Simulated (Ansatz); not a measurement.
In doubt: masses and optical values from hybrid runs of this build are listed as unsure (in some of the runs), which bears on the screening that GW takes from such a start.

Two G0W0 runs on NaI (Fm-3m).

The structure is cubic, space group Fm-3m (No. 225). Conventional cell: a = 6.473 Å, b = 6.473 Å, c = 6.473 Å, α = 90.00°, β = 90.00°, γ = 90.00°. Nearest to Na lie 6 I at 3.24 Å. I has 6 Na at 3.24 Å nearest. Farther neighbours and most contacts between anions are not listed.

```cif
data_structure
_symmetry_space_group_name_H-M 'P 1'
_symmetry_Int_Tables_number 1
_cell_length_a 4.5770
_cell_length_b 4.5770
_cell_length_c 4.5770
_cell_angle_alpha 60.000
_cell_angle_beta 60.000
_cell_angle_gamma 60.000
_cell_volume 67.80
loop_
_atom_site_label
_atom_site_type_symbol
_atom_site_fract_x
_atom_site_fract_y
_atom_site_fract_z
_atom_site_occupancy
Na1 Na 0.00000 0.00000 0.00000 1
I2 I 0.50000 0.50000 0.50000 1
```

The cell and positions come from the Crystallography Open Database and are kept as given unless a step says otherwise. Spin-orbit coupling is left out unless a run names it.

The first (Ansatz 0.2.0; start PBE with 30 % exact exchange, 6×6×6 mesh, 282 empty bands, screening to 150 eV, PAW set soft_1 files; 1 × NVIDIA H100 80GB HBM3 (shared by 6 runs) with 2 threads of AMD EPYC 7R13 (Zen 3), shared host) gave, on its mesh: starting gap 5.69 eV, G0W0 gap 6.47 eV, RPA ε∞ (mean) 2.53, 52 s.

The second gave: starting gap 10.83 eV, G0W0 gap 7.83 eV, RPA ε∞ (mean) 1.94, 44 s.

**Question.** What was changed in the input? Choose among start, files, mesh, bands and cutoff, frequency model or another key.

Changed: start from PBE with 30 % exact exchange to Hartree-Fock. A jump of this size in the start, with ε∞ moving the other way, marks another functional. Other changes could give like numbers; this is the one that was made.

Limits: not at the basis limit; no spin-orbit coupling.

[Paths, hosts, dates, memory and timing lines, banners, echoed tables and standing remarks are left out of the program output.]

[Logs are printed without paths, hosts, clocks, repeated set-up lines and the standing remarks that a program may print on its own settings, such as how far it seeks lower states.]

[Runs of the session that timed out or met a known fault of the program may be left out.]

[Cells called generated may have been cut or substituted from an entry of the Crystallography Open Database or the Materials Project.]

[Hosts, paths, dates, database ids (printed as entryN), source tags and the programs' standing remarks are cut or masked in the printed files.]
